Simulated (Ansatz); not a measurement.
## TiC (Fm-3m): modes against biaxial strain in the (111) plane

Wanted: the shifts of the zone-centre modes of TiC (Fm-3m) with strain.

Method: DFT PBEsol, scalar-relativistic, plane waves, PAW; PAW set soft_1, in Ansatz 0.2.0.

Report form: the programs' logs are mostly left out.

The database entry behind the starting cell differs from later determinations by our own check (0.1 to 0.3 % short, probably kX units), so it need not match the best structure at ambient conditions.

## 1. The starting structure

Symmetry: Fm-3m, No. 225, cubic system. The conventional cell has a = 4.319 Å, b = 4.319 Å, c = 4.319 Å, α = 90.00°, β = 90.00°, γ = 90.00°. C has 6 Ti at 2.16 Å nearest. Ti has 6 C at 2.16 Å nearest. Farther neighbours are not listed.

Coordinates:

```cif
data_structure
_symmetry_space_group_name_H-M 'Fm-3m'
_symmetry_Int_Tables_number 225
_cell_length_a 4.3186
_cell_length_b 4.3186
_cell_length_c 4.3186
_cell_angle_alpha 90.000
_cell_angle_beta 90.000
_cell_angle_gamma 90.000
_cell_volume 80.54
loop_
_atom_site_label
_atom_site_type_symbol
_atom_site_symmetry_multiplicity
_atom_site_Wyckoff_symbol
_atom_site_fract_x
_atom_site_fract_y
_atom_site_fract_z
_atom_site_occupancy
C1 C 4 b 0.50000 0.00000 0.00000 1
Ti1 Ti 4 a 0.00000 0.00000 0.00000 1
```

## 2. Bringing the structure to rest

The cell and atoms are relaxed, since residual forces and stress would shift the frequencies.

input.yaml reads:

```yaml
crystal:
  lattice:
    - [0.0, 2.1593, 2.1593]
    - [2.1593, 0.0, 2.1593]
    - [2.1593, 2.1593, 0.0]
  atoms:
    - { symbol: C, position: [0.5, 0.5, 0.5] }
    - { symbol: Ti, position: [0.0, 0.0, 0.0] }
kpoints:
  mp_grid: { grid: [16, 16, 16] }
hamiltonian:
  xc: pbesol
  pseudopotentials: { kind: paw, azcp: { folder: soft_1 }, xc_functional: pbe }
scf:
  occupations: { method: gaussian, width: 0.1 }
output:
  forces: true
  stress: true
  eigenvalues: true
relax:
  adjacent_minimum: "off"
  f_tol: 0.005
  max_steps: 80
  cell: { stress_tol: 0.05 }
```

On the command line:

```
$ ansatz run input.yaml --threads 4 --pin off --max-ram 10240MiB --backend cpu --events-out ev --progress --plain --runs-dir out
```

Elapsed: 1.2 s, on 4 threads of AMD EPYC 9R45, shared host; peak memory 0.42 GiB; 4 s of CPU time.

Step by step:

| step | energy less that of the first step (eV) | largest force component (eV/Å) | pressure (GPa) | volume (Å³) |
| --- | --- | --- | --- | --- |
| 1 | 0.0000 | 0.0000 | -4.62 | 20.14 |
| 2 | -0.0056 | 0.0000 | -0.56 | 19.82 |
| 3 | -0.0057 | 0.0000 | 0.02 | 19.78 |
| 4* | -0.0052 | 0.0000 | -0.01 | 19.78 |

Relaxation steps marked * repeat the geometry before them on a plane-wave basis chosen anew for their cell, so energy and pressure can jump there.

The run keeps the 48 symmetry operations that it works with, so distortions that break them were not tested.

| conventional cell, symmetrised | before | after | change |
| --- | --- | --- | --- |
| a (Å) | 4.319 | 4.293 | -0.6 % |
| b (Å) | 4.319 | 4.293 | -0.6 % |
| c (Å) | 4.319 | 4.293 | -0.6 % |
| volume (Å³/atom) | 10.07 | 9.89 | -1.8 % |

The relaxed structure:

```
C Ti
1.0
     0.00000    2.14647    2.14647
     2.14647    0.00000    2.14647
     2.14647    2.14647    0.00000
C Ti
1 1
Direct
  0.50000 0.50000 0.50000
  0.00000 0.00000 0.00000
```

This step gave:

```yaml
pressure: -0.01010 GPa
volume_per_atom: 9.889 Å³
gap_on_the_k_mesh: 0 eV
```

In this step the volume went from 10.07 to 9.89 Å³/atom.

## 3. Tight relaxation

Phonons need small forces and stress, so the relaxation is finished with tight tolerances on 16×16×16 k points.

input.yaml, the sections that differ from step 2:

```yaml
crystal:
  lattice:
    - [0.0, 2.1464662778, 2.1464662778]
    - [2.1464662778, 0.0, 2.1464662778]
    - [2.1464662778, 2.1464662778, 0.0]
  atoms:
    - { symbol: C, position: [0.5, 0.5, 0.5] }
    - { symbol: Ti, position: [0.0, 0.0, 0.0] }
scf:
  occupations: { method: methfessel_paxton, width: 0.2 }
output:
  forces: true
  stress: true
  eigenvalues: true
  write_density: true
  write_potential: true
  elf: true
  volumetric_format: npy
relax:
  adjacent_minimum: "off"
  f_tol: 0.001
  max_steps: 60
  cell: { stress_tol: 0.01 }
# kpoints, hamiltonian: as in step 2
```

The job ended after 1.1 s (4 threads; peak memory 0.42 GiB; 3.6 s of CPU time).

Little changed from the start: no atom moved by 0.005 Å and no cell edge by 0.1 %.

Numbers from this step:

```yaml
pressure: -0.001471 GPa
```

Electrostatic potential energy in the ac plane of the conventional cell at fractional y = 0.000, with atoms of C and Ti within 0.2 Å of it. With pseudopotentials it is smooth inside the atoms' cores, unlike the true potential.

Ten even steps from '0' (-39 eV) to '9' (15 eV), each cell a mean:
```
22489500279632
23699854699853
67899998999986
89999987899999
78998644579997
14897322258962
01786222247840
02796322248950
46998532369985
89999866789999
78999998999998
45799977899864
22589621489732
22478400178622
```
Columns run along a (4.3 Å; values clipped at the 3rd and 97th percentile), rows up along c (4.3 Å), edges of the conventional cell, whose origin can differ from the input's. Atoms in or near the plane, at fractional coordinates: C at (0.50, 0.00), C at (0.00, 0.50), Ti at (0.00, 0.00), Ti at (0.50, 0.50).

Valence density in the ac plane of the conventional cell at fractional y = 0.000, with atoms of C and Ti within 0.2 Å of it. It is the smooth field of the valence electrons, not physical close to the nuclei.

Ten even steps from '0' (0 e/Å³) to '9' (11 e/Å³), each cell a mean:
```
85100011100027
32000000000012
00000000000000
00000000000000
00000011100000
10000256310001
11000389610001
11000278510001
00000123200000
00000000000000
00000000000000
11000000000001
63100011000025
96100011100038
```
Columns run along a (4.3 Å), rows up along c (4.3 Å), edges of the conventional cell, whose origin can differ from the input's. Atoms in or near the plane, at fractional coordinates: C at (0.50, 0.00), C at (0.00, 0.50), Ti at (0.00, 0.00), Ti at (0.50, 0.50).

ELF in the ac plane of the conventional cell at fractional y = 0.000, with atoms of C and Ti within 0.2 Å of it. It is the smooth field of the valence electrons, not physical close to the nuclei.

Values, 14 rows by 14 columns, each cell a mean:
```
0.69 0.72 0.50 0.28 0.61 0.72 0.40 0.28 0.60 0.74 0.43 0.32 0.64 0.70
0.69 0.56 0.26 0.22 0.57 0.76 0.72 0.69 0.76 0.71 0.39 0.18 0.40 0.64
0.36 0.24 0.14 0.21 0.42 0.57 0.61 0.62 0.60 0.51 0.30 0.15 0.18 0.32
0.44 0.42 0.36 0.27 0.21 0.22 0.28 0.31 0.26 0.20 0.21 0.30 0.39 0.43
0.73 0.73 0.65 0.36 0.14 0.26 0.50 0.55 0.40 0.18 0.20 0.51 0.71 0.74
0.49 0.68 0.73 0.42 0.24 0.56 0.72 0.72 0.67 0.40 0.26 0.60 0.76 0.60
0.10 0.49 0.73 0.44 0.36 0.69 0.69 0.61 0.72 0.55 0.31 0.62 0.69 0.28
0.28 0.60 0.74 0.43 0.32 0.64 0.70 0.69 0.72 0.50 0.28 0.61 0.72 0.40
0.69 0.76 0.71 0.39 0.18 0.40 0.64 0.69 0.56 0.26 0.22 0.57 0.76 0.72
0.62 0.60 0.51 0.30 0.15 0.18 0.32 0.36 0.24 0.14 0.21 0.42 0.57 0.61
0.31 0.26 0.20 0.21 0.30 0.39 0.43 0.44 0.42 0.36 0.27 0.21 0.22 0.28
0.55 0.40 0.18 0.20 0.51 0.71 0.74 0.73 0.73 0.65 0.36 0.14 0.26 0.50
0.72 0.67 0.40 0.26 0.60 0.76 0.60 0.49 0.68 0.73 0.42 0.24 0.56 0.72
0.61 0.72 0.55 0.31 0.62 0.69 0.28 0.10 0.49 0.73 0.44 0.36 0.69 0.69
```
Columns run along a (4.3 Å), rows up along c (4.3 Å), edges of the conventional cell, whose origin can differ from the input's. Atoms in or near the plane, at fractional coordinates: C at (0.50, 0.00), C at (0.00, 0.50), Ti at (0.00, 0.00), Ti at (0.50, 0.50).

The forces vanish by symmetry and the pressure is -0.001 GPa, within the tolerances set. The cell now holds 9.89 Å³/atom.

## 4. Modes at rest

The force constants come from the linear response of the density to a displacement.

The modes at rest are the reference of the series.

input.yaml, the sections that differ from step 3:

```yaml
crystal:
  lattice:
    - [0.0, 2.146443317, 2.146443317]
    - [2.146443317, 0.0, 2.146443317]
    - [2.146443317, 2.146443317, 0.0]
  atoms:
    - { symbol: C, position: [0.5, 0.5, 0.5] }
    - { symbol: Ti, position: [0.0, 0.0, 0.0] }
output:
  eigenvalues: true
phonons:
  method: dfpt
# kpoints, hamiltonian, scf: as in step 3
# relax: removed
```

It took 2.6 s on 4 threads; peak memory 0.63 GiB.

Numbers from this step:

```
sum-rule residual before enforcement                    : 2.63e-5 eV/Å²
point group                                             : m-3m
highest optical mode at the zone centre (no LO-TO term) : 542.5 cm⁻¹
lowest optical zone-centre mode                         : 542.5 cm⁻¹
```

Patterns of degenerate modes are one choice out of their space. The modes at Γ (shares of kinetic energy by element, %):

| mode | frequency (cm⁻¹) | symmetry | C % | Ti % |
| --- | --- | --- | --- | --- |
| 1 | 0.0 | acoustic | 20 | 80 |
| 2 | 0.0 | acoustic | 20 | 80 |
| 3 | 0.0 | acoustic | 20 | 80 |
| 4 | 542.5 | T1u | 80 | 20 |
| 5 | 542.5 | T1u | 80 | 20 |
| 6 | 542.5 | T1u | 80 | 20 |

Displacements in mode 6 (542.5 cm⁻¹), the largest set to 1:
```
C1   0.00  0.00  1.00
Ti2  0.00  0.00 -0.25
```

Before it was imposed, the acoustic sum rule was missed by 2.6e-5 eV/Å². Small misses are needed for a sound result but don't prove that mesh and cutoff are converged. The lowest optical mode is real, 542 cm⁻¹.

## 5. A member of the series: biaxial strain of +4 % in the (111) plane

The cell takes a biaxial strain of +4 % in the (111) plane. The strained lengths are held, while the rest of the cell and the atoms relax.

input.yaml, the sections that differ from step 4:

```yaml
crystal:
  lattice:
    - [-0.0837273685, 2.1485736812, 2.1485736812]
    - [2.1485736812, -0.0837273685, 2.1485736812]
    - [2.1485736812, 2.1485736812, -0.0837273685]
  atoms:
    - { symbol: C, position: [0.5, 0.5, 0.5] }
    - { symbol: Ti, position: [0.0, 0.0, 0.0] }
  conventional_axes: [[-1, 1, 0], [0, -1, 1], [1, 1, 1]]
output:
  forces: true
  stress: true
  eigenvalues: true
relax:
  adjacent_minimum: "off"
  f_tol: 0.001
  max_steps: 60
  cell: { stress_tol: 0.01, fix: [a, b, gamma] }
# kpoints, hamiltonian, scf: as in step 4
# phonons: removed
```

The job ended after 3.7 s (4 threads; peak memory 0.51 GiB).

The steps of the relaxation:

| step | energy less that of the first step (eV) | largest force component (eV/Å) | pressure (GPa) | volume (Å³) |
| --- | --- | --- | --- | --- |
| 1 | 0.0000 | 0.0000 | -14.15 | 21.00 |
| 2 | -0.0011 | 0.0000 | -12.52 | 20.84 |
| 3 | -0.0011 | 0.0000 | -12.90 | 20.87 |
| 4* | -0.0010 | 0.0000 | -12.90 | 20.87 |
| 5 | -0.0010 | 0.0000 | -12.89 | 20.87 |
| 6* | -0.0010 | 0.0000 | -12.89 | 20.87 |

Relaxation steps marked * repeat the geometry before them on a plane-wave basis chosen anew for their cell, so energy and pressure can jump there.

The run keeps the 12 symmetry operations that it works with, so distortions that break them were not tested.

| conventional cell, symmetrised | before | after | change |
| --- | --- | --- | --- |
| a (Å) | 3.157 | 3.157 | +0.0 % |
| b (Å) | 3.157 | 3.157 | +0.0 % |
| c (Å) | 7.298 | 7.255 | -0.6 % |
| volume (Å³/atom) | 10.50 | 10.44 | -0.6 % |

Final coordinates:

```cif
data_structure
_symmetry_space_group_name_H-M 'P 1'
_symmetry_Int_Tables_number 1
_cell_length_a 3.0282
_cell_length_b 3.0282
_cell_length_c 3.0282
_cell_angle_alpha 62.834
_cell_angle_beta 62.834
_cell_angle_gamma 62.834
_cell_volume 20.87
loop_
_atom_site_label
_atom_site_type_symbol
_atom_site_fract_x
_atom_site_fract_y
_atom_site_fract_z
_atom_site_occupancy
C1 C 0.50000 0.50000 0.50000 1
Ti2 Ti 0.00000 0.00000 0.00000 1
```

This step gave:

| Quantity | Value |
| --- | --- |
| pressure | -12.89 GPa |
| volume per atom | 10.44 Å³ |

The forces vanish by symmetry.

The cell shrank by 0.6 % in volume.

## 6. Modes of this member: biaxial strain of +4 % in the (111) plane

The zone-centre modes follow for biaxial strain of +4 % in the (111) plane.

input.yaml, the sections that differ from step 5:

```yaml
crystal:
  lattice:
    - [-0.092042024, 2.1402590257, 2.1402590257]
    - [2.1402590257, -0.092042024, 2.1402590257]
    - [2.1402590257, 2.1402590257, -0.092042024]
  atoms:
    - { symbol: C, position: [0.5, 0.5, 0.5] }
    - { symbol: Ti, position: [0.0, 0.0, 0.0] }
output:
  eigenvalues: true
phonons:
  method: dfpt
# kpoints, hamiltonian, scf: as in step 5
# relax: removed
```

The job ended after 7.4 s (4 threads; peak memory 1.2 GiB).

Numbers from this step:

```yaml
sum_rule_residual_before_enforcement: 6.06e-5 eV/Å²
point_group: -3m
highest_optical_mode_at_the_zone_centre_no_lo_to_term: 503.2 cm⁻¹
lowest_optical_zone_centre_mode: 444.3 cm⁻¹
```

Patterns of degenerate modes are one choice out of their space. Modes at Γ, with each element's share of the kinetic energy:

| mode | frequency (cm⁻¹) | symmetry | C % | Ti % |
| --- | --- | --- | --- | --- |
| 1 | 0.0 | acoustic | 20 | 80 |
| 2 | 0.0 | acoustic | 20 | 80 |
| 3 | 0.0 | acoustic | 20 | 80 |
| 4 | 444.3 | A2u | 80 | 20 |
| 5 | 503.2 | Eu | 80 | 20 |
| 6 | 503.2 | Eu | 80 | 20 |

Displacements in mode 4 (444.3 cm⁻¹), the largest set to 1:
```
C1   1.00  1.00  1.00
Ti2 -0.25 -0.25 -0.25
```

Displacements in mode 5 (503.2 cm⁻¹), the largest set to 1:
```
C1   1.00 -0.50 -0.50
Ti2 -0.25  0.13  0.13
```

The lowest optical mode is real, 444 cm⁻¹, and the highest lies at 503.2 cm⁻¹.

For the highest optical mode at the zone centre (no LO-TO term), step 4 gave 542 cm⁻¹; this run, with strain 4 %, gives 503 cm⁻¹ (-7 %).

## 7. A member of the series: biaxial strain of -4 % in the (111) plane

The cell takes a biaxial strain of -4 % in the (111) plane. The strained lengths are held, while the rest of the cell and the atoms relax.

input.yaml, the sections that differ from step 6:

```yaml
crystal:
  lattice:
    - [0.083724447, 2.1443100315, 2.1443100315]
    - [2.1443100315, 0.083724447, 2.1443100315]
    - [2.1443100315, 2.1443100315, 0.083724447]
  atoms:
    - { symbol: C, position: [0.5, 0.5, 0.5] }
    - { symbol: Ti, position: [0.0, 0.0, 0.0] }
  conventional_axes: [[-1, 1, 0], [0, -1, 1], [1, 1, 1]]
output:
  forces: true
  stress: true
  eigenvalues: true
relax:
  adjacent_minimum: "off"
  f_tol: 0.001
  max_steps: 60
  cell: { stress_tol: 0.01, fix: [a, b, gamma] }
# kpoints, hamiltonian, scf: as in step 6
# phonons: removed
```

Run time: 3.6 s. Hardware: 4 threads; peak memory 0.46 GiB; 13 s of CPU time.

The steps of the relaxation:

| step | energy less that of the first step (eV) | largest force component (eV/Å) | pressure (GPa) | volume (Å³) |
| --- | --- | --- | --- | --- |
| 1 | 0.0000 | 0.0000 | 19.25 | 18.57 |
| 2 | -0.0011 | 0.0000 | 17.14 | 18.68 |
| 3 | -0.0011 | 0.0000 | 17.19 | 18.68 |
| 4* | -0.0013 | 0.0000 | 17.20 | 18.68 |
| 5 | -0.0013 | 0.0000 | 17.19 | 18.68 |
| 6* | -0.0013 | 0.0000 | 17.19 | 18.68 |

Relaxation steps marked * repeat the geometry before them on a plane-wave basis chosen anew for their cell, so energy and pressure can jump there.

Forces are held to the 12 operations that the run works with; a distortion that breaks them can't arise in this run.

| conventional cell, symmetrised | before | after | change |
| --- | --- | --- | --- |
| a (Å) | 2.914 | 2.914 | +0.0 % |
| b (Å) | 2.914 | 2.914 | +0.0 % |
| c (Å) | 7.573 | 7.620 | +0.6 % |
| volume (Å³/atom) | 9.28 | 9.34 | +0.6 % |

Final coordinates:

```xyz
2
Lattice="0.0927 2.1533 2.1533 2.1533 0.0927 2.1533 2.1533 2.1533 0.0927" Properties=species:S:1:pos:R:3 pbc="T T T"
C     2.1996    2.1996    2.1996
Ti    0.0000    0.0000    0.0000
```

Numbers from this step:

| Quantity | Value |
| --- | --- |
| pressure | 17.19 GPa |
| volume per atom | 9.340 Å³ |

The forces vanish by symmetry.

## 8. Zone-centre modes of the member: biaxial strain of -4 % in the (111) plane

The zone-centre modes follow for biaxial strain of -4 % in the (111) plane.

input.yaml, the sections that differ from step 7:

```yaml
crystal:
  lattice:
    - [0.0926859792, 2.1532715637, 2.1532715637]
    - [2.1532715637, 0.0926859792, 2.1532715637]
    - [2.1532715637, 2.1532715637, 0.0926859792]
  atoms:
    - { symbol: C, position: [0.5, 0.5, 0.5] }
    - { symbol: Ti, position: [0.0, 0.0, 0.0] }
output:
  eigenvalues: true
phonons:
  method: dfpt
# kpoints, hamiltonian, scf: as in step 7
# relax: removed
```

Run time: 7 s. Hardware: 4 threads; peak memory 1.2 GiB; 25 s of CPU time.

Numbers from this step:

| Item | Value |
| --- | --- |
| sum-rule residual before enforcement | 7.16e-5 eV/Å² |
| highest optical mode at the zone centre (no LO-TO term) | 639.6 cm⁻¹ |
| lowest optical zone-centre mode | 572.4 cm⁻¹ |

Patterns of degenerate modes are one choice out of their space. Modes at Γ, with each element's share of the kinetic energy:

| mode | frequency (cm⁻¹) | symmetry | C % | Ti % |
| --- | --- | --- | --- | --- |
| 1 | 0.0 | acoustic | 20 | 80 |
| 2 | 0.0 | acoustic | 20 | 80 |
| 3 | 0.0 | acoustic | 20 | 80 |
| 4 | 572.4 | Eu | 80 | 20 |
| 5 | 572.4 | Eu | 80 | 20 |
| 6 | 639.6 | A2u | 80 | 20 |

The lowest optical mode is real, 572 cm⁻¹, and the highest lies at 639.6 cm⁻¹.

Between step 4 and this run (strain -4 %) the value for the highest optical mode at the zone centre (no LO-TO term) moves from 542 cm⁻¹ to 640 cm⁻¹ (+18 %).

## 9. All members side by side

The members are set side by side, also those not shown above.

Stress is positive in compression; energies are extrapolated to zero smearing, and E0 is that at rest; the edges not held and the atoms are relaxed in each cell; all runs use 16×16×16 k points and Methfessel-Paxton smearing of 0.2 eV. State of the crystal along the series:

| strain (%) | in-plane stress (GPa) | free strain along [111] (%) | E - E0 (meV/atom) |
| --- | --- | --- | --- |
| -4 | 25.79 | 2.477 | 59.74 |
| -3 | 18.65 | 1.851 | 32.74 |
| -2 | 11.93 | 1.242 | 14.15 |
| -1 | 5.713 | 0.6277 | 3.44 |
| 0 | -0.001471 | 0 | 0 |
| 1 | -5.285 | -0.6337 | 3.282 |
| 2 | -10.24 | -1.255 | 12.88 |
| 3 | -14.94 | -1.851 | 28.52 |
| 4 | -19.34 | -2.432 | 49.99 |

Optical modes are counted from below at rest and tracked from member to member by their patterns, and modes that stay within 0.3 cm⁻¹ of each other stand once; labels, where given, are those at rest; the edges not held and the atoms are relaxed in each cell; all runs use 16×16×16 k points and Methfessel-Paxton smearing of 0.2 eV. Optical modes along the series:

| strain (%) | optical mode 1 T1u, singlet (cm⁻¹) | optical mode 2 T1u, doublet (cm⁻¹) |
| --- | --- | --- |
| -4 | 639.6 | 572.4 |
| -3 | 622.2 | 564.9 |
| -2 | 600 | 557.2 |
| -1 | 571.8 | 549.5 |
| 0 | 542.5 | 542.5 |
| 1 | 515.2 | 536.2 |
| 2 | 490.5 | 529.4 |
| 3 | 467.5 | 518.8 |
| 4 | 444.3 | 503.2 |

Value and slope at zero strain of a cubic (a lower polynomial where under five rows exist) through the rows within 2 % of rest. Slopes at rest:

| mode | frequency (cm⁻¹) | shift per percent of strain (cm⁻¹) | shift per GPa of compressive stress (cm⁻¹) |
| --- | --- | --- | --- |
| optical mode 1 T1u, singlet | 542.7 | -28.61 | 5.22 |
| optical mode 2 T1u, doublet | 542.6 | -6.56 | 1.2 |

## 10. Results

```yaml
members: 9
highest_optical_mode_at_the_zone_centre_no_lo_to_term_at_rest: 542.5 cm⁻¹
biaxial_modulus_in_the_111_plane: 548 GPa
optical_mode_1_t1u_singlet_shift_per_percent: -28.61 cm⁻¹
optical_mode_2_t1u_doublet_shift_per_percent: -6.56 cm⁻¹
```

The stress changes by 5.48 GPa for each percent, a biaxial modulus of 548 GPa in the (111) plane. For each percent the free edge responds with -0.63 %. The strain lowers the symmetry: the level at 542.5 cm⁻¹ splits, into 639.6 and 572.4 cm⁻¹ at -4 %. The fastest shift in the table of slopes is -28.6 cm⁻¹ for each percent (optical mode 1 T1u, singlet), or 5.2 cm⁻¹ for each GPa of compressive stress. For small strain, the measured shift of a line that Raman or infrared light can see, divided by its slope, estimates the stress, if the state of stress is of this kind. These are harmonic frequencies at zero temperature: anharmonic shifts, linewidths and thermal expansion are left out. With no gap, or one that is small against the smearing, the frequencies hang on the k mesh and the smearing, most of all near Kohn anomalies. The PAW files were made for PBE; the program adapts parts of them to the functional of the run, but their partial waves stay those of PBE, an approximation that was not tested in this session. Only the zone centre was solved, so an instability at another wavevector cannot show here.

[Logs are printed without paths, hosts, clocks, repeated set-up lines and the standing remarks that a program may print on its own settings, such as how far it seeks lower states.]

[Hosts, paths, dates, database ids (printed as entryN), source tags and the programs' standing remarks are cut or masked in the printed files.]
